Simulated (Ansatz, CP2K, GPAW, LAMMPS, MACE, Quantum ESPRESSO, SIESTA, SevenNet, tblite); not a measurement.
# Running amorphous 43Bi2O3-57BaO (mol %) (99 atoms) with GPAW

How do the settings of GPAW change the result for amorphous 43Bi2O3-57BaO (mol %) (99 atoms)? A plane-wave run serves as the yardstick.

Method: the method is named at each step, in GPAW 26.7.0.

### Step 1. The structure

The cell holds 99 atoms: 26 Bi, 17 Ba and 56 O. Its edges and angles: a = 11.487 Å, b = 11.487 Å, c = 11.487 Å, α = 90.0°, β = 90.0°, γ = 90.0°. 99 atoms (26 Gd, 17 Ba, 56 O) placed at random at 8.51 g/cm³, melted at 5000 K for 10 ps at fixed volume with the Morse and Coulomb pair potential with partial charges (Pedone, Malavasi, Menziani, Cormack and Segre, J. Phys. Chem. B 110, 11780 (2006)). Quenched from 5000 K to 300 K at 50 K/ps and fixed volume, held 5 ps, then minimised at fixed cell. Then Gd was replaced by Bi and the cell scaled by 1.02 (the potential has no terms for the new elements, so the cell is a start for a DFT relaxation).

The yardstick, on the same geometry:

```
method                                           : Kohn-Sham DFT, PBE, SSSP efficiency 1.3.0 pseudopotentials, plane waves (Quantum ESPRESSO 7.5); sssp-pbe-1.3.0-efficiency, cutoffs 60/480 Ry, Γ point
r.m.s. force component                           : 0.6952 eV/Å
longest force                                    : 2.42 eV/Å
pressure                                         : 21.23 GPa
gap (highest filled to lowest empty level) : 1.235 eV
time                                             : 9.3 min on 4 MPI ranks of Arm Neoverse V2, shared host
CPU time                                         : 37 min
```

### Step 2. PBE, LCAO dzp, h 0.18 Å

Method: Kohn-Sham DFT, PBE, PAW, atomic orbitals (dzp).

Contents of run.py:

```python
import numpy as np
from ase.io import read
from gpaw import GPAW, FermiDirac
from ase.parallel import parprint as print

atoms = read("structure.xyz")
atoms.calc = GPAW(
    mode="lcao",
    basis="dzp",
    h=0.18,
    xc="PBE",
    kpts={"size": (1, 1, 1), "gamma": True},
    occupations=FermiDirac(0.05),
    maxiter=200,
    symmetry={"point_group": False},
    txt="gpaw.txt",
)
energy = atoms.get_potential_energy(force_consistent=True)
forces = atoms.get_forces()
print(f"energy {energy:.6f} eV")
print("forces (eV/A)")
for i, (a, f) in enumerate(zip(atoms, forces)):
    print(f"{i:4d} {a.symbol:2s} {f[0]:10.5f} {f[1]:10.5f} {f[2]:10.5f}")
print(f"Fermi level {atoms.calc.get_fermi_level():.4f} eV")
for k in range(len(atoms.calc.get_ibz_k_points())):
    for s in range(atoms.calc.get_number_of_spins()):
        e = atoms.calc.get_eigenvalues(kpt=k, spin=s)
        n = np.searchsorted(e, atoms.calc.get_fermi_level())
        print(f"k {k} spin {s} levels about the Fermi level:", np.round(e[max(n - 6, 0):n], 4).tolist(), "|", np.round(e[n:n + 6], 4).tolist())
```

Contents of structure.xyz:

```xyz
99
Lattice="11.48663 0.00000 0.00000 0.00000 11.48663 0.00000 0.00000 0.00000 11.48663" Properties=species:S:1:pos:R:3 pbc="T T T"
Bi 0.14025 6.94551 6.14420
Bi 8.95153 6.06161 9.76938
Bi 0.77075 9.99314 4.62142
Bi 5.93020 3.51939 8.79474
Bi 3.68020 3.43129 2.87924
Bi 3.54615 8.49207 6.26240
Bi 2.96458 2.36831 9.91939
Bi 8.32091 3.28472 2.63159
Bi 10.04219 8.54387 8.37835
Bi 5.44960 11.47675 8.27037
Bi 8.58591 11.42690 2.13468
Bi 10.18853 2.53177 11.23243
Bi 11.45837 2.91565 4.78074
Bi 8.65093 0.71596 5.12396
Bi 11.15168 9.16243 0.50093
Bi 8.30449 1.86106 7.97321
Bi 2.90646 0.14140 3.20075
Bi 7.66687 7.98516 0.77317
Bi 7.77025 9.41352 6.27480
Bi 5.97489 2.74186 4.83955
Bi 9.44821 8.57925 4.00022
Bi 4.95866 9.74193 11.44803
Bi 3.28460 4.66989 7.17662
Bi 5.91963 7.63114 8.67424
Bi 5.89884 6.10193 2.82893
Bi 2.86993 1.44490 6.32684
Ba 5.60226 1.31361 0.81325
Ba 7.07450 4.09303 11.47411
Ba 11.25575 0.04962 7.45574
Ba 2.39841 10.11283 8.79853
Ba 5.53621 9.64739 3.76095
Ba 8.48265 10.94641 10.33555
Ba 6.30386 6.07413 5.89046
Ba 1.40160 7.10724 9.60443
Ba 10.38908 6.08435 2.42058
Ba 2.80549 8.15861 2.20635
Ba 0.42615 1.47442 2.05358
Ba 2.10711 5.88081 4.05386
Ba 1.30959 4.61751 0.61408
Ba 1.70186 11.31249 11.33443
Ba 0.02573 3.57223 8.45301
Ba 4.09487 6.21565 10.85624
Ba 8.92385 5.05308 6.56162
O 5.78834 8.66827 6.57690
O 10.38196 11.39393 0.63406
O 7.97884 7.22417 8.01261
O 9.46326 8.86102 1.88840
O 8.24993 1.87910 0.76122
O 3.01604 1.78215 1.51095
O 10.32223 3.62920 1.73046
O 1.26387 0.77845 4.79774
O 9.34506 8.11864 10.60388
O 0.92674 2.30743 10.97134
O 5.46867 7.84043 1.33153
O 4.21778 2.51810 7.79023
O 9.87747 2.27114 6.39334
[... 39 atom lines left out ...]
O 5.84853 3.72615 2.37854
O 1.61514 3.39395 6.30903
O 7.11562 1.38288 3.46816
O 2.34948 4.60671 9.34380
```

Run with:

```bash
> OMP_NUM_THREADS=1 mpirun -np 2 gpaw python run.py > output.txt
```

What it wrote:

```text
energy -513.992722 eV
forces (eV/A)
   0 Bi   -0.18922    0.70319    0.28904
   1 Bi    0.13324   -0.80784    0.36767
   2 Bi   -0.60904   -0.18091   -0.02082
   3 Bi   -0.73541    0.68094   -1.08328
   4 Bi   -0.09363   -0.45837   -0.50422
   5 Bi   -0.25590   -0.47261    0.03244
   6 Bi    0.67616    0.23540   -0.18822
   7 Bi    0.46192   -0.36389    1.25150
   8 Bi    0.22982    0.67918   -0.11817
   9 Bi    0.49220   -0.26527   -0.31104
  10 Bi    0.76715    0.08036   -0.73445
  11 Bi   -0.81093    0.35342   -0.58445
  12 Bi    0.29920    0.87153    0.90180
  13 Bi    0.73062    0.36059   -0.15688
  14 Bi   -0.48381   -0.50286    0.61919
  15 Bi    0.17909   -0.17063   -0.21220
  16 Bi    0.43021    0.58790   -0.11241
  17 Bi   -0.12933   -0.85705   -0.52151
  18 Bi   -0.23315    0.70278    1.55235
  19 Bi    0.38207    0.21400    0.83548
  20 Bi   -0.51442    0.45572    0.17074
  21 Bi   -0.82538   -0.84567   -0.97660
  22 Bi   -0.04293    0.41291   -0.27965
  23 Bi    0.42293    0.86773    0.68299
[...]
91 O    -0.28685    1.08423   -0.76500
  92 O     1.21276   -0.55922   -0.72175
  93 O     1.22830   -0.95659   -0.35620
  94 O    -1.80393    0.36594    0.43050
  95 O     0.88496   -0.66134   -0.92083
  96 O    -1.09656    0.35013    0.11664
  97 O     0.25856   -0.97706   -1.44014
  98 O    -0.67457    0.38021    0.64454
Fermi level 10.2301 eV
k 0 spin 0 levels about the Fermi level: [9.2529, 9.3046, 9.3991, 9.4979, 9.5579, 9.6253] | [10.8201, 11.0685, 11.1871, 11.289, 11.395, 11.5248]
```

gpaw.txt:

```text
Input parameters:
  mode=LCAO(),
  basis={'default': 'dzp'},
  h=0.18,
  kpts=MonkhorstPack(size=(1, 1, 1), gamma=True),
  maxiter=200,
  occupations=Occupations(name='fermi-dirac', width=0.05, fixmagmom=False),
  symmetry=Symmetry(point_group=False),
  xc=XC(name='PBE')
Unit cell  # Å
| periodic |         x |         y |         z |   lengths |    angles |
|----------|-----------|-----------|-----------|-----------|-----------|
|      yes | 11.486630 |  0.000000 |  0.000000 | 11.486630 | 90.000000 |
|      yes |  0.000000 | 11.486630 |  0.000000 | 11.486630 | 90.000000 |
|      yes |  0.000000 |  0.000000 | 11.486630 | 11.486630 | 90.000000 |
Number of symmetries: 1
Symmetry operations  # r_c * U_cc + t_c -> r_c
|   | kind |            matrix            |
|---|------|------------------------------|
| 0 |  E   |  1, 0, 0,  0, 1, 0,  0, 0, 1 |
BZ-sampling:
  Number of BZ points: 1
  Number of IBZ points: 1
  Monkhorst-Pack size: [1, 1, 1]
  Monkhorst-Pack shift: [0, 0, 0]
[... lines left out ...]
        l=1, rc=2.8906 Bohr: 2p-dz split-valence wave
        l=2, rc=5.3906 Bohr: d-type Gaussian polarization
      Number of RI-basis functions 0
Reference energy: -19082069.008319  # eV
eigensolver:
density mixing:
  MSR1-Mixer
occupation numbers:
  Fermi-Dirac:
    width: 0.0500  # eV
FastPoissonSolver using
    Stencil: 6*3+1=19 point O(h^6) finite-difference Laplacian
xc functional:
  name: PBE with 2 nearest neighbor stencil
interpolation: tri-quintic # 5. degree polynomial
Initialization done in: 9.365 s
convergence criteria:
- Maximum [total energy] change in last 3 cyles: 0.0005 eV / valence electron
- Maximum integral of absolute [dens]ity change: 0.0001 electrons / valence electron
- Maximum integral of absolute [eigenst]ate change: 4e-08 eV^2 / valence electron
maximum number of iterations: 200
SCF iterations
|iter     |      energy | eigst |  dens |
|---------|-------------|-------|-------|
|iter:   1| -592.550733 |      c|       |
|iter:   2| -569.912397 |      c| -0.98 |
|iter:   3| -515.589139 |      c| -1.04 |
|iter:   4| -514.436735 |      c| -1.60 |
|iter:   5| -514.485308 |      c| -1.83 |
|iter:   6| -514.009953 |      c| -2.16 |
|iter:   7| -514.002453 |      c| -2.67 |
|iter:   8| -513.993259c|      c| -2.90 |
|iter:   9| -513.992990c|      c| -3.26 |
|iter:  10| -513.992723c|      c| -3.60 |
|iter:  11| -513.992712c|      c| -4.01c|
Converged in 11 steps
SCF loop duration: 285.569 s (25.961 s/step)
Energy contributions relative to reference atoms: (reference = -19082069.008319)
Energy contributions:
  Kinetic:        1817.507271
  Coulomb:       -1578.302741
  Zero:              9.207296
  External:          0.000000
  Xc:             -762.404528
  Entropy:          -0.000020
  Spinorbit:         0.000000
  ----------------------------
  Free energy:    -513.992722
  Extrapolated:   -513.992712
dipole moment: (-69.980772, 50.064790, 175.066230)  # |e|*Ang
Fermi level: 10.230
Eigenvalues  # (at kpt = [0.000, 0.000, 0.000])
| band index |      eig [eV] | occ [0-2] |
|------------|---------------|-----------|
|          0 |       -18.176 |     2.000 |
|        ... |               |           |
|        440 |         9.169 |     2.000 |
|        441 |         9.217 |     2.000 |
[...]
|        455 |        11.611 |     0.000 |
|        ... |               |           |
|        541 |        15.580 |     0.000 |
Gap: 1.195 eV
Transition (v -> c):
  (s=0, k=0, n=447, [0.00, 0.00, 0.00]) -> (s=0, k=0, n=448, [0.00, 0.00, 0.00])
No difference between direct/indirect transitions
Force computation time: 60.146  # s
```

Run time: 6 min. Hardware: 2 MPI ranks of Arm Neoverse V2, shared host; peak memory 3.4 GiB.

Banners, paths, timers and routine set-up lines are dropped from the logs unmarked, and long logs keep their key lines alone; longer cuts are marked.

Compared with the plane-wave run:

```yaml
r_m_s_force_component: 0.7743 eV/Å
r_m_s_difference_of_force_components: 111.6 meV/Å
longest_difference_of_force_vectors: 456.9 meV/Å
force_difference_over_r_m_s_force: 16.06 %
slope_of_forces_against_the_reference_s: 1.107
correlation_of_force_components: 0.9942
spacing_of_highest_filled_and_lowest_empty_level: 1.195 eV
gap_difference: -0.0403 eV
```

Length of the force difference by element (eV/Å):

| element | atoms | mean | most |
| --- | --- | --- | --- |
| Ba | 17 | 0.11 | 0.27 |
| Bi | 26 | 0.13 | 0.27 |
| O | 56 | 0.21 | 0.46 |

Levels nearest the highest filled one (eV from it): -0.37, -0.32, -0.23, -0.13, -0.07, 0.00, 1.19, 1.44, 1.56, 1.66, 1.77, 1.90.

The surroundings of O97, which has 4 bonded neighbours where the commonest count for O is 5, nearest first, numbered as they follow in the input and with coordinates relative to it.

```csv
atom,x,y,z,distance (Å),bonds,Fx,Fy,Fz (eV/Å)
O97,0.00,0.00,0.00,0.00,4,-1.10,0.35,0.12
Bi23,1.67,1.28,0.87,2.27,6,-0.04,0.41,-0.28
Bi13,-1.64,-0.48,-1.53,2.29,6,0.30,0.87,0.90
Bi26,1.25,-1.95,0.02,2.32,6,-0.06,-0.44,-0.14
Ba41,-1.59,0.18,2.14,2.67,8,0.35,0.00,-0.18
O51,-0.35,-2.62,-1.51,3.04,6,-1.11,0.67,0.43
O74,0.18,-2.21,2.08,3.04,6,-0.68,-0.13,-0.03
O66,-2.13,1.75,-1.35,3.06,5,-0.58,-0.54,-0.60
O91,-0.13,0.16,-3.09,3.10,5,-0.70,0.80,-0.63
O55,2.60,-0.88,1.48,3.12,4,0.43,-0.41,0.71
O62,2.72,0.93,-1.28,3.14,5,-0.03,0.93,0.39
O78,0.64,3.14,0.24,3.21,5,0.85,-0.10,0.23
```

Atoms are counted from 1 here, from 0 in the log.

Forces lie 16 % from the reference's, at 0.32 times its CPU time (on 2 against 4 cores).

### Step 3. PBE, LCAO dzp, h 0.15 Å

Method: Kohn-Sham DFT, PBE, PAW, atomic orbitals (dzp).

run.py: that of step 2 with these lines changed.

```diff
@@ -9,3 +9,3 @@
     basis="dzp",
-    h=0.18,
+    h=0.15,
     xc="PBE",
```

structure.xyz is that of step 2.

What it wrote:

```text
energy -518.608141 eV
forces (eV/A)
   0 Bi   -0.18098    0.69503    0.28097
   1 Bi    0.12900   -0.80707    0.37229
   2 Bi   -0.60101   -0.19335   -0.02266
   3 Bi   -0.73260    0.67775   -1.07717
   4 Bi   -0.09414   -0.45987   -0.50085
   5 Bi   -0.25805   -0.47361    0.04121
[...]
96 O    -1.10773    0.34168    0.16118
  97 O     0.23085   -1.00156   -1.41982
  98 O    -0.64380    0.37886    0.68414
Fermi level 10.2286 eV
k 0 spin 0 levels about the Fermi level: [9.2507, 9.3024, 9.3969, 9.4958, 9.5556, 9.6232] | [10.8194, 11.0677, 11.1863, 11.2881, 11.3939, 11.5239]
```

gpaw.txt:

```text
Input parameters:
  mode=LCAO(),
  basis={'default': 'dzp'},
  h=0.15,
  kpts=MonkhorstPack(size=(1, 1, 1), gamma=True),
  maxiter=200,
  occupations=Occupations(name='fermi-dirac', width=0.05, fixmagmom=False),
[... lines left out ...]
  Fermi-Dirac:
[... lines left out ...]
convergence criteria:
- Maximum [total energy] change in last 3 cyles: 0.0005 eV / valence electron
[... lines left out ...]
Converged in 11 steps
[... lines left out ...]
  Free energy:    -518.608141
[... lines left out ...]
Fermi level: 10.229
[... lines left out ...]
|        ... |               |           |
|        440 |         9.168 |     2.000 |
|        441 |         9.215 |     2.000 |
[...]
|        455 |        11.610 |     0.000 |
|        ... |               |           |
|        541 |        15.578 |     0.000 |
Gap: 1.196 eV
Transition (v -> c):
  (s=0, k=0, n=447, [0.00, 0.00, 0.00]) -> (s=0, k=0, n=448, [0.00, 0.00, 0.00])
No difference between direct/indirect transitions
Force computation time: 95.939  # s
```

Wall time 9 min (2 MPI ranks); peak memory 4.9 GiB.

Against the reference:

```yaml
r_m_s_force_component: 0.7759 eV/Å
r_m_s_difference_of_force_components: 110.9 meV/Å
longest_difference_of_force_vectors: 429.1 meV/Å
force_difference_over_r_m_s_force: 15.95 %
slope_of_forces_against_the_reference_s: 1.11
correlation_of_force_components: 0.9946
spacing_of_highest_filled_and_lowest_empty_level: 1.196 eV
gap_difference: -0.0389 eV
energy_less_the_same_level_run_s: -46.62 meV/atom
r_m_s_force_difference_from_the_same_level_run: 18.68 meV/Å
```

Against the first run (16 %), the force difference from the reference is 16 %, at 1.5 times the CPU time: the change moves forces by 19 meV/Å r.m.s., so most of the difference comes from elsewhere.

### Step 4. PBE, LCAO sz(dzp), h 0.18 Å

Method: Kohn-Sham DFT, PBE, PAW, atomic orbitals (sz(dzp)).

run.py: that of step 3 with these lines changed.

```diff
@@ -3,3 +3,2 @@
 from gpaw import GPAW, FermiDirac
-from ase.parallel import parprint as print
 
@@ -8,4 +7,4 @@
     mode="lcao",
-    basis="dzp",
-    h=0.15,
+    basis="sz(dzp)",
+    h=0.18,
     xc="PBE",
```

structure.xyz is that of step 3.

Run with:

```bash
> OMP_NUM_THREADS=1 python run.py > output.txt
```

What it wrote:

```text
energy -450.172420 eV
forces (eV/A)
   0 Bi   -0.12840    0.52876    0.39978
   1 Bi    0.31274   -0.95292    0.44945
   2 Bi   -0.51637   -0.04439   -0.01083
   3 Bi   -0.77416    0.79301   -0.99401
   4 Bi   -0.23583   -0.36011   -0.65978
   5 Bi   -0.22891   -0.54143   -0.02025
   6 Bi    0.72250    0.21705   -0.05119
   7 Bi    0.61277   -0.09459    1.23510
   8 Bi    0.32747    0.94967   -0.13534
   9 Bi    0.47886   -0.27350   -0.46404
  10 Bi    0.75300   -0.12702   -1.10753
  11 Bi   -0.89267    0.15349   -0.58201
[...]
94 O    -1.75038    0.48824    0.59768
  95 O     0.92925   -0.82314   -1.05195
  96 O    -1.20076    0.50696    0.05954
  97 O     0.05286   -1.13373   -1.63192
  98 O    -0.81746    0.44485    0.73695
Fermi level 10.9088 eV
k 0 spin 0 levels about the Fermi level: [10.0083, 10.0722, 10.1749, 10.2445, 10.3359, 10.3916] | [11.4096, 11.6679, 11.7958, 11.9202, 12.0536, 12.1661]
```

gpaw.txt:

```text
Input parameters:
  mode=LCAO(),
  basis={'default': 'sz(dzp)'},
  h=0.18,
  kpts=MonkhorstPack(size=(1, 1, 1), gamma=True),
  maxiter=200,
  occupations=Occupations(name='fermi-dirac', width=0.05, fixmagmom=False),
  symmetry=Symmetry(point_group=False),
  xc=XC(name='PBE')
[... lines left out ...]
  Fermi-Dirac:
[... lines left out ...]
convergence criteria:
- Maximum [total energy] change in last 3 cyles: 0.0005 eV / valence electron
[... lines left out ...]
Converged in 12 steps
[... lines left out ...]
  Free energy:    -450.172420
[... lines left out ...]
Fermi level: 10.909
[... lines left out ...]
|          0 |       -17.706 |     2.000 |
|        ... |               |           |
|        440 |         9.924 |     2.000 |
|        441 |         9.942 |     2.000 |
[...]
|        455 |        12.263 |     0.000 |
|        ... |               |           |
|        541 |        16.286 |     0.000 |
Gap: 1.018 eV
Transition (v -> c):
  (s=0, k=0, n=447, [0.00, 0.00, 0.00]) -> (s=0, k=0, n=448, [0.00, 0.00, 0.00])
No difference between direct/indirect transitions
Force computation time: 32.777  # s
timing:  # [seconds]
  Total:  217.507  # ━━━━━━━━━━━━━━━━━━━━━━━━━━━━━━━━━━━━━━━━━━━━━━━━━━━━━━━━
  Init:    11.748  # ━━━
  SCF:    172.953  # ━━━━━━━━━━━━━━━━━━━━━━━━━━━━━━━━━━━━━━━━━━━━╸
  Forces:  32.777  # ━━━━━━━━╸
```

Elapsed: 3.6 min, on 1 thread; peak memory 2.2 GiB.

Compared with the plane-wave run:

```
r.m.s. force component                           : 0.8806 eV/Å
r.m.s. difference of force components            : 252.4 meV/Å
longest difference of force vectors              : 927.6 meV/Å
force difference over r.m.s. force               : 36.31 %
slope of forces against the reference's          : 1.236
correlation of force components                  : 0.976
gap (highest filled to lowest empty level) : 1.018 eV
gap difference                                   : -0.2171 eV
```

This is a coarse setting, run to see what it loses.

Against the first run (16 %), the force difference from the reference is 36 %, at 0.31 times the CPU time (on 1 against 2 cores), with 679 basis functions against 1819: the smaller basis costs accuracy.

[end of part 1 of 2]

[Also dropped from logs without a mark: logging warnings of Python, and SIESTA's first energy breakdown and zero terms.]

[Logs are printed without paths, hosts, clocks, repeated set-up lines and the standing remarks that a program may print on its own settings, such as how far it seeks lower states.]

[Hosts, paths, dates, database ids (printed as entryN), source tags and the programs' standing remarks are cut or masked in the printed files.]
